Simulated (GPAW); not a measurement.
# Near-edge structure at the Ti K edge of TiAu (Pm-3m), part 2 of 3

What does one-electron theory with a core hole give for the Ti K edge of TiAu (Pm-3m)?

GPAW 26.7.0; X-ray absorption from dipole matrix elements to empty bands, plane-wave PAW LDA.

So far. Step 2 (The field without a hole): The mesh shows no gap, so the system is treated as a metal and the core electron is put at the Fermi level (neutral cell). Step 3 (Spectrum without a core hole, Ti atom 2): Main maxima below 30 eV (height): 0.3 eV (0.58), 4.7 eV (0.60), 15.9 eV (1.94), 22.6 eV (1.00) and 29.2 eV (0.90). A K edge sees empty p states. The weak features of the first eV are p character mixed into the empty d bands; the main 4p edge lies above them.

## (5) Spectrum with XCH, Ti atom 2

The holes are 5.6 Å apart. In GPAW the data set carries the hole's charge, so charge=0 means a charged cell and charge=-1 a neutral one. The excited electron is kept in the cell, where it fills the lowest empty states and screens the hole. After the field has converged, empty bands are computed with the density fixed and the dipole matrix elements are summed.

xas.py

```python
import numpy as np
from ase import Atoms
from ase.parallel import parprint, paropen
from gpaw import GPAW, PW, FermiDirac, Mixer, MixerDif, setup_paths
from gpaw.test import gen
setup_paths.insert(0, '.')
gen('Ti', name='fch1s', xcname='LDA', corehole=(1, 0, 1), write_xml=True)
from gpaw.mpi import world
world.barrier()

atoms = Atoms('Au4Ti4',
    cell=[[3.254, 3.254, 3.254],
     [-3.254, 3.254, -3.254],
     [-3.254, -3.254, 3.254]],
    scaled_positions=[[0, 0, 0],
     [0, 0.5, 0.5],
     [0.5, 0, 0.5],
     [0.5, 0.5, 0],
     [0.5, 0, 0],
     [0.5, 0.5, 0.5],
     [0, 0, 0.5],
     [0, 0.5, 0]],
    pbc=True)
atoms.calc = calc = GPAW(legacy_gpaw=True, mode=PW(430, force_complex_dtype=True), xc='LDA', setups={4: 'fch1s'},
    kpts={'size': (5, 5, 5), 'gamma': True}, occupations=FermiDirac(0.1),
    charge=-1, mixer=Mixer(0.1, 5, 50), maxiter=150,
    convergence={'density': 0.0001, 'eigenstates': 1e-6}, txt='scf.txt')
energy = atoms.get_potential_energy() + calc.get_reference_energy()
ef = calc.get_fermi_level()
out = dict(energy=energy, fermi=ef, forces=atoms.get_forces().tolist())
parprint(f'all-electron energy {energy:.4f} eV, Fermi level {ef:.4f} eV')
ev = np.array([[calc.get_eigenvalues(k, s) for k in range(len(calc.get_ibz_k_points()))] for s in range(calc.get_number_of_spins())])
out['homo'], out['lumo'], out['counts'] = ev[ev < ef].max(), ev[ev > ef].min(), sorted(set((ev < ef).sum((0, 2)).tolist()))
out['filled'] = (ev[:, 0] < ef).sum(1).tolist()

from ase.units import Ha
from gpaw.xas import dipole_matrix_elements
nb = int(calc.get_number_of_electrons() / 2) + 105
top, nb = nb, nb + 8 + nb // 12
nscf = calc.fixed_density(kpts={'size': (6, 6, 6), 'gamma': True}, nbands=nb,
    convergence={'bands': top, 'eigenstates': 5e-3}, maxiter=60, txt='nscf.txt')
cell = atoms.cell.array
ops = [cell.T @ U.T @ np.linalg.inv(cell.T) for U in nscf.wfs.kd.symmetry.op_scc]
E = np.arange(-6, 34, 0.1)
fwhm = np.interp(E, [4, 25], [0.94, 3.5])
Y, X, zero, highest = 0, 0, 1e9, 1e9
for spin in range(nscf.get_number_of_spins()):
    wfs = nscf.wfs
    mine = wfs.bd.get_slice()  # this rank's bands
    A = dipole_matrix_elements(wfs.setups[4])
    eps = np.zeros((wfs.kd.nibzkpts, nb))
    d = np.zeros((3, A.shape[1], wfs.kd.nibzkpts, nb), complex)
    for kpt in wfs.kpt_u:
        if kpt.s == spin and 4 in kpt.P_ani:
            eps[kpt.k, mine] = kpt.eps_n * Ha
            d[:, :, kpt.k, mine] = (kpt.weight * wfs.nspins / 2) ** 0.5 * np.inner(A, kpt.P_ani[4])
    world.sum(eps)
    world.sum(d)
    T = np.einsum('amkn,bmkn->abkn', d, d.conj()).real
    T = sum(np.einsum('ai,ijkn,bj->abkn', R, T, R) for R in ops) / len(ops)
    empty = eps > ef
    zero, highest = min(zero, eps[empty].min()), min(highest, eps[:, top - 1].min())
    lines = [(eps, T, empty)] if spin == 0 else lines + [(eps, T, empty)]
for eps, T, empty in lines:
    f = np.einsum('aakn->akn', T).reshape(3, -1)
    x = eps.ravel() - zero
    w = np.interp(x, E, fwhm) / 2.35482
    g = np.exp(-0.5 * ((E[:, None] - x) / w) ** 2) / (w * (2 * np.pi) ** 0.5)
    Y = Y + (f * empty.ravel()) @ g.T
    X = X + (f * ~empty.ravel()) @ g.T
out.update(E=E.round(2).tolist(), xas=Y.tolist(), xes=X.tolist(), zero=zero, valid=highest - zero, nk=len(eps), nb=nb)
for i in range(0, len(E), 10):
    parprint(f'{E[i]:7.2f}', *(f'{v:10.3e}' for v in Y[:, i]))
import json
with paropen('out.json', 'w') as f:
    json.dump(out, f)
```

Started as:

```bash
$ OMP_NUM_THREADS=1 mpirun -n 4 gpaw python xas.py
```

Numbers of over 12 decimals in the logs are rounded to 6 here.

The log of the run:

```text
Input parameters:
  charge: -1
  convergence: {density: 0.0001,
                eigenstates: 1e-06}
  kpts: {gamma: True,
         size: (5, 5, 5)}
  maxiter: 150
  mixer: {backend: pulay,
          beta: 0.1,
          method: separate,
          nmaxold: 5,
          weight: 50}
  mode: {ecut: 430.0,
         force_complex_dtype: True,
         name: pw}
  occupations: {fixmagmom: False,
                name: fermi-dirac,
                width: 0.1}
  setups: {4: fch1s}

Initialize ...

[... PAW data sets ...]

Reference energy: -2152967.748637  # eV

Spin-paired calculation

[... convergence settings ...]
Symmetries present (total): 12
  [... symmetry matrices ...]

125 k-points: 5 x 5 x 5 Monkhorst-Pack grid
19 k-points in the irreducible part of the Brillouin zone
       k-points in crystal coordinates                weights
   0:     0.00000000    0.00000000    0.00000000          1/125
   1:     0.00000000    0.20000000    0.00000000          6/125
   2:     0.00000000    0.40000000   -0.20000000          6/125
   3:     0.00000000    0.40000000    0.00000000          6/125
   4:     0.00000000    0.40000000    0.40000000          6/125
   5:     0.20000000   -0.40000000   -0.40000000          2/125
   6:     0.20000000    0.00000000    0.00000000          6/125
   7:     0.20000000    0.20000000   -0.20000000          6/125
   8:     0.20000000    0.20000000    0.00000000         12/125
   9:     0.20000000    0.40000000   -0.20000000         12/125
          ...
  18:     0.40000000    0.40000000    0.40000000          6/125

Wave functions: Plane wave expansion
  Cutoff energy: 430.000 eV
  Number of coefficients (min, max): 2769, 2812
  Pulay-stress correction: 0.000000 eV/Ang^3 (de/decut=0.000000)
  Using FFTW library
  Wavefunction extrapolation:
    Improved wavefunction reuse through dual PAW basis

Occupation numbers: Fermi-Dirac:
  width: 0.1000  # eV

Eigensolver
   Davidson(niter=2)

Densities:
  Coarse grid: 27*27*27 grid
  Fine grid: 54*54*54 grid
  Total Charge: 0.000000

Density mixing:
  Method: separate
  Backend: pulay
  Linear mixing parameter: 0.1
  old densities: 5
  Width of damping distribution: 1.1
  Damping of long wavelength oscillations: 50

[... Hamiltonian set-up ...]
Number of atoms: 8
Number of atomic orbitals: 88
Number of bands in calculation: 60
Number of valence electrons: 93
Bands to converge: occupied

... initialized

Initializing position-dependent things.

Density initialized from atomic densities
Creating initial wave functions:
  60 bands from LCAO basis set

                Au

             Ti      Ti
           Ti     Au
        Au      Au

             Ti

Atomic positions and initial magnetic moments

Positions:
   0 Au     0.000000    0.000000    0.000000    ( 0.0000,  0.0000,  0.0000)
   1 Au    -3.254000    0.000000    0.000000    ( 0.0000,  0.0000,  0.0000)
   2 Au     0.000000    0.000000    3.254000    ( 0.0000,  0.0000,  0.0000)
   3 Au     0.000000    3.254000    0.000000    ( 0.0000,  0.0000,  0.0000)
   4 Ti     1.627000    1.627000    1.627000    ( 0.0000,  0.0000,  0.0000)
   5 Ti    -1.627000    1.627000    1.627000    ( 0.0000,  0.0000,  0.0000)
   6 Ti    -1.627000   -1.627000    1.627000    ( 0.0000,  0.0000,  0.0000)
   7 Ti    -1.627000    1.627000   -1.627000    ( 0.0000,  0.0000,  0.0000)

Unit cell:
           periodic     x           y           z      points  spacing
  1. axis:    yes    3.254000    3.254000    3.254000    27     0.1704
  2. axis:    yes   -3.254000    3.254000   -3.254000    27     0.1704
  3. axis:    yes   -3.254000   -3.254000    3.254000    27     0.1704

  Lengths:   5.636093   5.636093   5.636093
  Angles:  109.471221 109.471221 109.471221

Effective grid spacing dv^(1/3) = 0.1913

iter:   1  -106.135417
iter:   2   -73.037956   -0.38  -1.05
iter:   3   -66.014361   -1.26  -1.18
iter:   4   -72.056975   -0.19  -1.32
iter:   5   -70.645643   -0.72  -1.20
iter:   6   -66.989838   -1.89  -1.36
iter:   7   -62.857069   -0.53  -1.43
iter:   8   -62.614013   -2.10  -1.52
[...]
iter:  17   -62.067761c  -2.79  -2.18
[...]
iter:  19   -62.100456   -3.74  -1.98
iter:  20   -62.039821   -2.51  -2.01
iter:  21   -62.038306   -3.05  -2.35
iter:  22   -62.029360c  -3.95  -2.45
iter:  23   -62.029623c  -4.58  -3.03
iter:  24   -62.028909c  -5.14  -2.97
iter:  25   -62.028677c  -5.52  -3.23
iter:  26   -62.028663c  -5.49  -3.58
iter:  27   -62.028573c  -5.74  -3.46
iter:  28   -62.028558c  -5.77  -3.83
iter:  29   -62.028495c  -6.00c -3.55
iter:  30   -62.028518c  -6.90c -4.01c

Converged after 30 iterations.

Dipole moment: (-0.000000, 0.000000, 0.000000) |e|*Ang

Energy contributions relative to reference atoms: (reference = -2152967.748637)

Kinetic:        -35.069639
Potential:      +22.244256
External:        +0.000000
XC:             -49.191129
Entropy (-ST):   -0.500738
Local:           +0.238363
SIC:             +0.000000
--------------------------
Free energy:    -62.278887
Extrapolated:   -62.028518

Showing only first 2 kpts
 Kpt  Band  Eigenvalues  Occupancy
  0    44      8.88488    1.79734
  0    45      8.88488    1.79734
  0    46      9.25654    0.35480
  0    47      9.25654    0.35480

  1    44      8.95496    1.62967
  1    45      9.08938    1.06863
  1    46      9.17015    0.67693
[...]
Fermi level: 9.10313

No gap
No difference between direct/indirect transitions

Forces in eV/Ang:
  0 Au    0.00000    0.00000    0.00000
  1 Au   -0.00000    0.00000    0.00000
  2 Au    0.00000    0.00000   -0.00000
  3 Au    0.00000    0.00000    0.00000
  4 Ti    0.00000    0.00000    0.00000
  5 Ti    0.00000    0.00000   -0.00000
  6 Ti    0.00000    0.00000    0.00000
  7 Ti    0.00000    0.00000    0.00000
Scalar-relativistic atomic LDA calculation for Ti (Titanium, Z=22)
Core hole in 1s state (1s occupation: 1.0)
600 radial gridpoints.
|------------------------------------------------|
|------------------------------------------------|
[... the atom generator's iteration count ...]

Energy contributions:
-------------------------
Kinetic:     +672.671614
XC:           -34.028348
Potential:  -1307.172598
-------------------------
Total:       -668.529332

state      eigenvalue         ekin         rmax
-----------------------------------------------
1s^1.0 :  -187.828620   240.500426        0.045
2s^2.0 :   -22.002726    43.832967        0.262
2p^6.0 :   -18.989232    43.629197        0.209
3s^2.0 :    -2.983269     9.467322        0.829
3p^6.0 :    -2.108060     8.391345        0.840
3d^2.0 :    -0.666650     5.344221        0.850
4s^2.0 :    -0.460559     1.379460        2.509
4p^0.0 :    -0.300118     0.992184        2.957
-----------------------------------------------
(units: Bohr and Hartree)

Generating PAW setup
Kinetic energy of the core from tauc = 593.006445
Cutoffs:
rc(s)=2.400
rc(p)=2.000
rc(d)=2.000
rc(vbar)=1.800
rc(comp)=2.300
rc(nct)=2.400

Kinetic energy of the core states: 589.941539
Charge: 1.0
Core electrons: 9.0
Valence electrons: 12.0
Pseudo-core charge: 0.000000
Shape function alpha=1.890
Pseudo-electron charge 5.350237
state    eigenvalue         norm
--------------------------------
3s(2) :    -2.983269     0.223229
4s(2) :    -0.460559     1.020774
3p(6) :    -2.108060     0.336604
4p(0) :    -0.300118     0.967107
3d(2) :    -0.666650     0.421304
*d    :     0.333350
--------------------------------

Diagonalizing with gridspacing h=0.050

state   all-electron     PAW
-------------------------------
3s:      -2.983269    -2.983558
3p:      -2.108060    -2.108705
3d:      -0.666650    -0.667242
*f:                   -0.026873
-------------------------------
all-electron energy -2153029.7772 eV, Fermi level 9.1031 eV
[...]
31.00  4.325e-07  4.325e-07  4.325e-07
  32.00  4.270e-07  4.270e-07  4.270e-07
  33.00  4.196e-07  4.196e-07  4.196e-07
```

Elapsed: 77 s, on 4 MPI ranks of Intel Xeon Platinum 8488C (Sapphire Rapids), shared host; peak memory 0.38 GiB; 5.1 min of CPU time.

The Ti K spectrum, Ti atom 2, excited-electron core hole (neutral cell) (energy from the lowest empty level; intensity scaled to a mean of 1 over the first 20 eV):

```
E (eV)  intensity
  -2.0       0.00
  -1.0       0.01
   0.0       0.40
   1.0       0.20
   2.0       0.21
   3.0       0.56
   4.0       0.60
   5.0       0.54
   6.0       0.61
   7.0       0.77
   8.0       0.98
   9.0       1.04
  10.0       1.15
  11.0       1.26
  12.0       1.32
  13.0       1.47
  14.0       1.57
  15.0       1.81
  16.0       1.83
  17.0       1.47
  18.0       1.04
  19.0       0.83
  20.0       0.82
  21.0       0.90
  22.0       0.99
  23.0       0.96
  24.0       0.85
  25.0       0.74
  26.0       0.71
  27.0       0.77
  28.0       0.85
  29.0       0.90
  30.0       0.90
  31.0       0.87
  32.0       0.86
```

Main maxima below 30 eV (height): 0.3 eV (0.47), 3.7 eV (0.61), 15.5 eV (1.88), 22.3 eV (1.00) and 29.4 eV (0.91). 

The total-energy difference is 4970.15 eV. One term is added: -22.68 eV, since the hole is spin-paired here and a spin-polarised one costs that much less in the free atom (computed apart). The photon energy is then 4947.47 eV. The tabulated edge of the element is 4966 eV. The functional leaves an error in such absolute values: in the free atom LDA prices this hole 13.2 eV below PBE (computed apart), and PBE is itself good to a few eV.

## (6) Spectrum with FCH, Ti atom 2

The holes are 5.6 Å apart. In GPAW the data set carries the hole's charge, so charge=0 means a charged cell and charge=-1 a neutral one. The excited electron is left out and a uniform background balances the charge. After the field has converged, empty bands are computed with the density fixed and the dipole matrix elements are summed.

Changed against the first core-hole run: core hole to FCH.

Changes to xas.py since step 5:

```diff
@@ -25,3 +25,3 @@
     kpts={'size': (5, 5, 5), 'gamma': True}, occupations=FermiDirac(0.1),
-    charge=-1, mixer=Mixer(0.1, 5, 50), maxiter=150,
+    charge=0, mixer=Mixer(0.1, 5, 50), maxiter=150,
     convergence={'density': 0.0001, 'eigenstates': 1e-6}, txt='scf.txt')
```

The log of the run:

```text
Input parameters:
  convergence: {density: 0.0001,
                eigenstates: 1e-06}
  kpts: {gamma: True,
         size: (5, 5, 5)}
  maxiter: 150
  mixer: {backend: pulay,
          beta: 0.1,
          method: separate,
          nmaxold: 5,
          weight: 50}
  mode: {ecut: 430.0,
         force_complex_dtype: True,
         name: pw}
  occupations: {fixmagmom: False,
                name: fermi-dirac,
[...]
*d    :     0.333350
--------------------------------

Diagonalizing with gridspacing h=0.050

state   all-electron     PAW
-------------------------------
3s:      -2.983269    -2.983558
3p:      -2.108060    -2.108705
3d:      -0.666650    -0.667242
*f:                   -0.026873
-------------------------------
all-electron energy -2153038.8086 eV, Fermi level 8.9732 eV
[...]
32.00  4.260e-07  4.260e-07  4.260e-07
  33.00  4.197e-07  4.197e-07  4.197e-07
[key lines of the parts left out:]
Converged after 29 iterations.
Dipole moment: (-0.000000, 0.000000, 0.000000) |e|*Ang
Free energy:    -71.316350
Fermi level: 8.97324
```

Elapsed: 77 s, on 4 MPI ranks; peak memory 0.38 GiB.

```
E (eV)  first run  this run
  -2.0       0.00      0.00
  -1.0       0.01      0.00
   0.0       0.40      0.38
   1.0       0.20      0.23
   2.0       0.21      0.20
   3.0       0.56      0.55
   4.0       0.60      0.60
   5.0       0.54      0.53
   6.0       0.61      0.62
   7.0       0.77      0.73
   8.0       0.98      0.96
   9.0       1.04      1.04
  10.0       1.15      1.12
  11.0       1.26      1.26
  12.0       1.32      1.29
  13.0       1.47      1.44
  14.0       1.57      1.54
  15.0       1.81      1.77
  16.0       1.83      1.86
  17.0       1.47      1.56
  18.0       1.04      1.12
  19.0       0.83      0.85
  20.0       0.82      0.81
  21.0       0.90      0.89
  22.0       0.99      0.98
  23.0       0.96      0.98
  24.0       0.85      0.87
  25.0       0.74      0.75
  26.0       0.71      0.71
  27.0       0.77      0.75
  28.0       0.85      0.83
  29.0       0.90      0.90
  30.0       0.90      0.90
  31.0       0.87      0.88
  32.0       0.86      0.86
```

The scaled spectrum changes by 3 % r.m.s. The highest intensity below 24 eV goes from 15.5 eV (1.88) to 15.7 eV (1.88).

The photon energy of the zero moves by -0.05 eV.

## (7) Supercell without a hole, the energy reference

The cutoff changes for the next run, so it gets a reference energy of its own.

scf.py

```python
import numpy as np
from ase import Atoms
from ase.parallel import parprint, paropen
from gpaw import GPAW, PW, FermiDirac, Mixer, MixerDif, setup_paths
from gpaw.test import gen
setup_paths.insert(0, '.')
gen('Ti', name='nch1s', xcname='LDA', corehole=(1, 0, 0), write_xml=True)
from gpaw.mpi import world
world.barrier()

atoms = Atoms('Au4Ti4',
    cell=[[3.254, 3.254, 3.254],
     [-3.254, 3.254, -3.254],
     [-3.254, -3.254, 3.254]],
    scaled_positions=[[0, 0, 0],
     [0, 0.5, 0.5],
     [0.5, 0, 0.5],
     [0.5, 0.5, 0],
     [0.5, 0, 0],
     [0.5, 0.5, 0.5],
     [0, 0, 0.5],
     [0, 0.5, 0]],
    pbc=True)
atoms.calc = calc = GPAW(legacy_gpaw=True, mode=PW(300, force_complex_dtype=True), xc='LDA', setups={4: 'nch1s'},
    kpts={'size': (5, 5, 5), 'gamma': True}, occupations=FermiDirac(0.1),
    charge=0, mixer=Mixer(0.1, 5, 50), maxiter=150,
    convergence={'density': 0.0001, 'eigenstates': 1e-6}, txt='scf.txt')
energy = atoms.get_potential_energy() + calc.get_reference_energy()
ef = calc.get_fermi_level()
out = dict(energy=energy, fermi=ef, forces=atoms.get_forces().tolist())
parprint(f'all-electron energy {energy:.4f} eV, Fermi level {ef:.4f} eV')
ev = np.array([[calc.get_eigenvalues(k, s) for k in range(len(calc.get_ibz_k_points()))] for s in range(calc.get_number_of_spins())])
out['homo'], out['lumo'], out['counts'] = ev[ev < ef].max(), ev[ev > ef].min(), sorted(set((ev < ef).sum((0, 2)).tolist()))
out['filled'] = (ev[:, 0] < ef).sum(1).tolist()
import json
with paropen('out.json', 'w') as f:
    json.dump(out, f)
```

Started as:

```bash
$ OMP_NUM_THREADS=1 mpirun -n 4 gpaw python scf.py
```

The log of the run:

```text
Input parameters:
  convergence: {density: 0.0001,
                eigenstates: 1e-06}
  kpts: {gamma: True,
         size: (5, 5, 5)}
  maxiter: 150
  mixer: {backend: pulay,
          beta: 0.1,
          method: separate,
          nmaxold: 5,
          weight: 50}
  mode: {ecut: 300.0,
         force_complex_dtype: True,
         name: pw}
  occupations: {fixmagmom: False,
                name: fermi-dirac,
[...]
4s(2) :    -0.168799     0.990650
3p(6) :    -1.425558     0.436626
4p(0) :    -0.056429     0.981035
3d(2) :    -0.164024     0.588737
*d    :     0.835976
--------------------------------

Diagonalizing with gridspacing h=0.050

state   all-electron     PAW
-------------------------------
3s:      -2.287902    -2.288205
3p:      -1.425558    -1.426242
3d:      -0.164024    -0.164519
*f:                    0.065395
-------------------------------
all-electron energy -2157998.8410 eV, Fermi level 9.3173 eV
[key lines of the parts left out:]
Converged after 21 iterations.
Dipole moment: (-0.000000, 0.000000, 0.000000) |e|*Ang
Free energy:    -48.976097
Fermi level: 9.31735
```

Run time: 18 s. Hardware: 4 MPI ranks; peak memory 0.22 GiB; 70 s of CPU time.

Reference energy: -2157998.841 eV with the cores included.

(Part 2 of 3 ends here.)

[Banner, clock and machine lines of the logs are left out without a mark of their own.]

[Logs are printed without paths, hosts, clocks, repeated set-up lines and the standing remarks that a program may print on its own settings, such as how far it seeks lower states.]

[Hosts, paths, dates, database ids (printed as entryN), source tags and the programs' standing remarks are cut or masked in the printed files.]

[Lists of maxima count a maximum above −3 eV only where it reaches 4 % of the highest in the window and stands out from its surroundings by 2 % of it (1.5 % where it reaches 55 %); shoulders and weaker maxima are passed over, and of the rest the first, up to two pre-edge ones and the few strongest are named.]
